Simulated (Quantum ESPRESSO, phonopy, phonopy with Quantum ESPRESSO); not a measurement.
# KCl (Fm-3m): a volume series of phonon spectra, part 8 of 8

Which modes of KCl drive its thermal expansion?

Experimental results on record:
- volume expansion coefficient 111.3 1e-6/K and heat capacity C_P per formula unit 51.7 J/mol/K near room temperature (given in “High-Throughput Prediction of Finite-Temperature Properties using the Quasi-Harmonic Approximation”, 2016, arXiv:1603.06924)
- volume expansion coefficient 114.9 1e-6/K near room temperature (given in “Descriptors for thermal expansion in solids”, 2017, arXiv:1701.03966)

Quantum ESPRESSO 7.5; DFT LDA, scalar-relativistic, plane waves, PseudoDojo norm-conserving pseudopotentials.

So far. Step 24 (Lattice dynamics at this volume, V/V0 0.97): The time given is that of the 2 pw.x runs on displaced cells behind this step. Step 25 (Self-consistent run, V/V0 1.05): The run ends at a pressure of -1.05 GPa.

### 26. Born charges and dielectric tensor

In a polar crystal the Born charges and ε∞ give the long-range dipole term that a finite supercell misses. They are those of this k-mesh and were not tested on a denser one; where the gap is small they converge slowly, and the LO modes with them.

ph.in reads:

```
phonons
&INPUTPH
  prefix = 'x'
  outdir = './tmp'
  fildyn = 'x.dyn'
  tr2_ph = 1.0d-18
  epsil  = .true.
/
0.000000000 0.000000000 0.000000000
```

scf.in reads:

```
&CONTROL
  calculation = 'scf'
  prefix      = 'x'
  outdir      = './tmp'
  pseudo_dir  = './pseudo'
  tprnfor     = .true.
  tstress     = .true.
/
&SYSTEM
  ibrav       = 0
  nat         = 2
  ntyp        = 2
  ecutwfc     = 72.0
  occupations = 'fixed'
  nbnd        = 10
/
&ELECTRONS
  conv_thr         = 1.0d-12
  mixing_beta      = 0.7
  electron_maxstep = 100
/
ATOMIC_SPECIES
 K      39.0983  K.upf
 Cl     35.4500  Cl.upf
CELL_PARAMETERS angstrom
     0.000000000    3.087285686    3.087285686
     3.087285686    0.000000000    3.087285686
     3.087285686    3.087285686    0.000000000
ATOMIC_POSITIONS crystal
 K      0.000000000   0.000000000   0.000000000
 Cl     0.500000000   0.500000000   0.500000000
K_POINTS automatic
 6 6 6 0 0 0
```

Command:

```
> OMP_NUM_THREADS=1 mpirun -n 4 ph.x -nk 4 -in ph.in > ph.out
```

Output:

```text
[banner, memory and clock lines left out]
Program PHONON v.7.5

     ./tmp/x.save/

     IMPORTANT: XC functional enforced from input :
     Exchange-correlation= PW
                           (   1   4   0   0   0   0   0)
     Any further DFT definition will be discarded
     Please, verify this is what you really want

     G-vector sticks info

     Reading collected, re-writing distributed wavefunctions in ./tmp/

     Number and degeneracy of irreps per q-point
       N         xq(1)         xq(2)         xq(3)   N irreps
[...]
freq (    1) =      -0.039050 [THz] =      -1.302580 [cm-1]
     freq (    2) =      -0.039050 [THz] =      -1.302580 [cm-1]
     freq (    3) =      -0.039050 [THz] =      -1.302580 [cm-1]
     freq (    4) =       4.306387 [THz] =     143.645612 [cm-1]
     freq (    5) =       4.306387 [THz] =     143.645612 [cm-1]
     freq (    6) =       4.306387 [THz] =     143.645612 [cm-1]
 **************************************************************************

     Mode symmetry, O_h (m-3m)  point group:

     freq (   1-   3) =         -1.3  [cm-1]   --> T_1u G_15  G_4- I
     freq (   4-   6) =        143.6  [cm-1]   --> T_1u G_15  G_4- I
```

Elapsed: 41 s, on 4 MPI ranks of Intel Xeon 6975P-C (Granite Rapids), shared host; 2.7 min of CPU time.

The Born charges sum to zero within 0.0015 e; the rest is removed before use. Acoustic frequencies in this log differ from zero by the error of the sum rule, which ph.x does not impose.

### 27. Forces on a displaced cell

One atom (for the harmonic constants) or a pair of atoms (for the cubic ones) is moved by a few hundredths of an ångström; the forces on all atoms give a column of force constants. The threshold is tight because the forces are small.

System of this step: KCl. It takes space group Imm2 (No. 44, orthorhombic). Conventional cell: a = 8.732 Å, b = 12.349 Å, c = 8.732 Å, α = 90.00°, β = 90.00°, γ = 90.00°. Nearest to K lie 6 Cl at 3.07 to 3.10 Å. Nearest to K lie 6 Cl at 3.09 Å. Nearest to Cl lie 6 K at 3.09 Å. Farther neighbours and most contacts between anions are not listed.

disp-00001.in reads:

```
&CONTROL
  calculation = 'scf'
  prefix      = 'x'
  outdir      = './tmp'
  pseudo_dir  = './pseudo'
  tprnfor     = .true.
  disk_io     = 'none'
/
&SYSTEM
  ibrav       = 0
  nat         = 16
  ntyp        = 2
  ecutwfc     = 72.0
  occupations = 'fixed'
  nbnd        = 66
/
&ELECTRONS
  conv_thr         = 1.0d-11
  mixing_beta      = 0.7
  electron_maxstep = 100
/
ATOMIC_SPECIES
 K      39.0983  K.upf
 Cl     35.4500  Cl.upf
CELL_PARAMETERS angstrom
     0.000000000    6.174571373    6.174571373
     6.174571373    0.000000000    6.174571373
     6.174571373    6.174571373    0.000000000
ATOMIC_POSITIONS crystal
 K      0.002290383   0.000000000   0.000000000
 K      0.500000000   0.000000000   0.000000000
 K      0.000000000   0.500000000   0.000000000
 K      0.500000000   0.500000000   0.000000000
 K      0.000000000   0.000000000   0.500000000
 K      0.500000000   0.000000000   0.500000000
 K      0.000000000   0.500000000   0.500000000
 K      0.500000000   0.500000000   0.500000000
 Cl     0.250000000   0.250000000   0.250000000
 Cl     0.750000000   0.250000000   0.250000000
 Cl     0.250000000   0.750000000   0.250000000
 Cl     0.750000000   0.750000000   0.250000000
 Cl     0.250000000   0.250000000   0.750000000
 Cl     0.750000000   0.250000000   0.750000000
 Cl     0.250000000   0.750000000   0.750000000
 Cl     0.750000000   0.750000000   0.750000000
K_POINTS automatic
 3 3 3 0 0 0
```

Command:

```
> OMP_NUM_THREADS=1 mpirun -n 2 pw.x -nk 2 -in disp-00001.in > disp-00001.out
```

Output:

```text
[banner, memory and clock lines left out]
Program PWSCF v.7.5

     Message from routine setup:
     using ibrav=0 with symmetry is DISCOURAGED, use correct ibrav instead

     G-vector sticks info

     bravais-lattice index     =            0
     lattice parameter (alat)  =      16.5014  a.u.
     unit-cell volume          =    3177.2182 (a.u.)^3
     number of atoms/cell      =           16
     number of atomic types    =            2
     number of electrons       =       128.00
[...]
atom    1 type  1   force =    -0.00000000   -0.00111427   -0.00111427
     atom    2 type  1   force =     0.00000000    0.00025147    0.00025147
     atom    3 type  1   force =     0.00018121   -0.00002316    0.00007021
[...]
atom   15 type  2   force =     0.00000165    0.00004582    0.00004582
     atom   16 type  2   force =     0.00000061   -0.00001964   -0.00001964

     Total force =     0.001797     Total SCF correction =     0.000003
     Message from routine punch:
     Nothing written, as per user request (disk_io='none')
[key lines of the parts left out:]
!    total energy              =    -743.46023097 Ry
convergence has been achieved in  11 iterations
```

Wall time 2.8 min (2 MPI ranks); 5.5 min of CPU time.

### 28. Lattice dynamics at this volume, V/V0 1.05

This step: DFT LDA, scalar-relativistic, plane waves, PseudoDojo norm-conserving pseudopotentials (phonopy with Quantum ESPRESSO 4.10.0 / 7.5).

The job ended after 2.9 min (4 threads).

No mode is imaginary beyond numerical noise along the path. The highest zone-centre mode (no LO–TO term) moved by -11.1 % for a volume change of +5.0 %.

The time given is that of the 2 pw.x runs on displaced cells behind this step.

### 29. Mode Grüneisen parameters

This step: DFT LDA, scalar-relativistic, plane waves, PseudoDojo norm-conserving pseudopotentials (phonopy 4.10.0).

Numbers from this step:

```
share of modes with a negative Grüneisen parameter : 0.117
```

Mean Grüneisen, by row:

```csv
T (K),heat-capacity-weighted mean,root mean square
50,1.13,1.565
100,1.401,1.727
200,1.477,1.77
300,1.491,1.778
500,1.498,1.782
800,1.501,1.784
```

Table of mean mode Grueneisen parameter by wavenumber:

```csv
wavenumber (cm⁻¹),mean mode Grueneisen parameter
3.7,-
11.0,-
18.4,-0.624
25.8,0.972
33.1,0.0858
40.5,0.745
47.8,-0.003
55.2,-0.209
62.5,0.108
69.9,0.211
77.3,0.55
84.6,0.723
92.0,0.814
99.3,1.02
106.7,1.14
114.0,1.6
121.4,1.53
128.8,1.88
136.1,1.91
143.5,2.06
150.8,2.12
158.2,2.19
165.5,2.28
172.9,2.14
180.3,1.42
187.6,1.31
195.0,1.27
202.3,1.28
209.7,1.28
217.1,1.29
```

Volume series, by row:

```csv
V/V0,V (Å³/atom),pressure (GPa),E - E0 (meV/atom),gap (eV),zero-point energy (meV/atom),lowest on the path (cm⁻¹),highest at Gamma without the LO-TO term (cm⁻¹)
0.97,27.18,0.794,2.041,5.233,24.86,0,173
0.985,27.6,0.376,0.497,5.173,24.23,0,167.2
1,28.02,-0.005,0,5.116,23.62,0,161.6
1.015,28.45,-0.353,0.46,5.061,23.02,0,156.1
1.03,28.87,-0.671,1.794,5.007,22.44,0,150.7
1.05,29.43,-1.054,4.806,4.938,21.68,0,143.7
```

The optical frequency at Gamma without the LO-TO term, mode 4 by V/V0:

```csv
V/V0,"optical frequency at Gamma without the LO-TO term, mode 4 (cm⁻¹)"
0.9700,173
0.9850,167
1.0000,162
1.0150,156
1.0300,151
1.0500,144
```

Grüneisen at points, by row:

```csv
point,branch,frequency (cm⁻¹),mode Grüneisen parameter
Γ,4,161.6,2.3
Γ,6,221.9,1.3
X,1,56.6,-1.36
X,3,105,-0.62
X,4,166,2.46
X,6,171.2,2.58
U,1,78.5,0.89
U,2,94.3,-0.65
U,3,104,0.62
U,4,154.2,2.44
U,5,161.5,2.26
U,6,171.3,2.51
K,1,78.5,0.89
K,2,94.3,-0.65
K,3,104,0.62
K,4,154.2,2.44
K,5,161.5,2.26
K,6,171.3,2.51
L,1,116.3,2.22
L,3,125.5,2.16
L,5,158.2,1.36
L,6,167.1,1.31
W,1,84.4,-0.75
W,3,127.1,1.96
W,4,129.5,1.94
W,5,170.2,2.49
```

### 30. Quasi-harmonic fit by phonopy

This step gave:

- volume expansion coefficient at 300 K: 109.4 1e-6/K
- isothermal bulk modulus at 300 K: 20.13 GPa
- C_P at 300 K: 25.49 J/mol-atom/K
- Grüneisen parameter at 300 K: 1.585

The energy (each curve on its own zero) by volume; values in meV/atom:

```csv
volume (Å³/atom),static,F at 0 K,F at 300 K,F at 900 K
27.184,2.04,3.59,6.69,15.5
27.604,0.5,1.42,3.35,8.77
28.025,0,0.31,1.04,3.04
28.445,0.46,0.17,-0.32,-1.8
28.866,1.79,0.92,-0.84,-5.84
29.426,4.81,3.17,-0.32,-10.1
```

Phonopy-qha, vinet fit of F(V) at each temperature; no electronic free energy. Qha vinet, by row:

```csv
T (K),fitted volume (Å³/atom),alpha_V (1e-6/K),B_T (GPa),C_P (J/mol-atom/K),Grueneisen
75,28.34,53.17,23.15,15.7,1.332
100,28.38,69.46,22.87,19.2,1.427
125,28.44,79.86,22.56,21.24,1.476
150,28.5,86.94,22.23,22.52,1.505
175,28.56,92.2,21.9,23.38,1.525
200,28.63,96.43,21.55,24,1.54
225,28.7,100,21.21,24.48,1.553
250,28.77,103.3,20.85,24.86,1.564
275,28.85,106.4,20.5,25.19,1.575
300,28.93,109.4,20.13,25.49,1.585
325,29.01,112.4,19.76,25.75,1.596
350,29.09,115.4,19.39,26.01,1.606
```

Volume expansion coefficient, phonopy-qha, Vinet against temperature:

```csv
temperature (K),"volume expansion coefficient, phonopy-qha, Vinet (1e-6/K)"
75,53.2
100,69.5
125,79.9
150,86.9
175,92.2
200,96.4
225,100
250,103
275,106
300,109
325,112
350,115
```

The fit gives a volume expansion of 109 × 10⁻⁶/K at 300 K.

### 31. Outcome

| Property | Result |
| --- | --- |
| volume expansion coefficient at 300 K | 109.4 1e-6/K |
| isothermal bulk modulus at 300 K | 20.13 GPa |
| C_P at 300 K | 25.49 J/mol-atom/K |
| Grüneisen parameter at 300 K | 1.585 |
| mean mode Grüneisen parameter at 300 K | 1.49 |

**Reading.** Near room temperature KCl expands by 109 × 10⁻⁶/K in volume by LDA, with C_P = 25.5 J/(mol K) per mole of atoms and B_T = 20.1 GPa. The table stops at 350 K because beyond it the fitted volume comes within 1 % of the largest computed cell, where the fit loses its support. C_P at room temperature is 102 % of the classical 3R an atom. A measured volume expansion coefficient near room temperature is 111.3 1e-6/K (arXiv:1603.06924); the calculated 109 1e-6/K differs by -2 %. A measured heat capacity per formula unit near room temperature is 51.7 J/mol/K (arXiv:1603.06924); the calculated 51.0 J/mol/K differs by -1 %. The heat-capacity-weighted Grüneisen parameter goes from 1.13 at 50 K to 1.50 at 800 K; 12 % of the modes stiffen on expansion. Weighting γ by the density of states and each mode's heat capacity at 300 K, modes below 70 cm⁻¹ give about 1 % of the sum of γC that drives the expansion, those up to 150 cm⁻¹ 46 % and the rest 53 %. Among the labelled points γ is largest for branch 6 at X (171 cm⁻¹, 2.6) and most negative for branch 1 at X (56.6 cm⁻¹, -1.4). The supercell is 7.1 Å across at its narrowest and was not tested against a larger one: only its own wavevectors are exact, and acoustic branches between them, with the entropy at low temperature, can be off.

[Logs are printed without paths, hosts, clocks, repeated set-up lines and the standing remarks that a program may print on its own settings, such as how far it seeks lower states.]

[Hosts, paths, dates, database ids (printed as entryN), source tags and the programs' standing remarks are cut or masked in the printed files.]

[A step with changed settings may run another functional than the one named; its input shows which.]

[Of the runs on displaced cells, only some may be shown.]
